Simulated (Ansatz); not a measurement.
Consider CsIrF3 (cubic perovskite) (Pm-3m).

The structure was built from a prototype and need not be the compound's stable phase.

It takes space group Pm-3m (No. 221, cubic). Conventional cell: a = 4.311 Å, b = 4.311 Å, c = 4.311 Å, α = 90.00°, β = 90.00°, γ = 90.00°. Cs has 12 F at 3.05 Å nearest. Nearest to Ir lie 6 F at 2.16 Å. F has 2 Ir at 2.16 Å and 4 Cs at 3.05 Å nearest. Farther neighbours and most contacts between anions are not listed.

```
Cs Ir F
1.0
     0.00000   -4.31133    0.00000
     0.00000    0.00000    4.31133
    -4.31133    0.00000    0.00000
Cs Ir F
1 1 3
Direct
  0.00000 0.00000 0.00000
  0.50000 0.50000 0.50000
  0.50000 0.50000 0.00000
  0.50000 0.00000 0.50000
  0.00000 0.50000 0.50000
```

The structure was relaxed with PBEsol. The structure type comes from a generator and need not be one that this composition takes. The structure was generated from a model, not taken from a measurement. The runs that relaxed it are not among those shown. The program's search for lower electronic states was switched off, so nothing shows that the state found is the lowest. Spin-orbit coupling is left out unless a run names it. PAW set soft_2, made with PBE.

A constrained-RPA run (Ansatz 0.2.0; non-magnetic PBEsol; Ir d, bands v4 to c1, 4×4×4 mesh, medium accuracy) builds 5 functions on bands 4.3 eV wide, with 7.0 electrons in the window. The bare on-site interaction is 13.3 eV and the bare J 0.49 eV.

What U and J survive the screening?

On the Ir d shell, U = 4.73 eV (36 % of the bare value), U′ = 3.98 eV, J = 0.35 eV.

The parent state is non-magnetic and the interaction static (zero frequency); U depends on the window and the orbitals, so it belongs to this model alone. Spin-orbit coupling, which is strong for atoms this heavy, is left out.

[Paths, hosts, dates, memory and timing lines, banners, echoed tables and standing remarks are left out of the program output.]

[Logs are printed without paths, hosts, clocks, repeated set-up lines and the standing remarks that a program may print on its own settings, such as how far it seeks lower states.]

[Runs of the session that timed out or met a known fault of the program may be left out.]

[Hosts, paths, dates, database ids (printed as entryN), source tags and the programs' standing remarks are cut or masked in the printed files.]
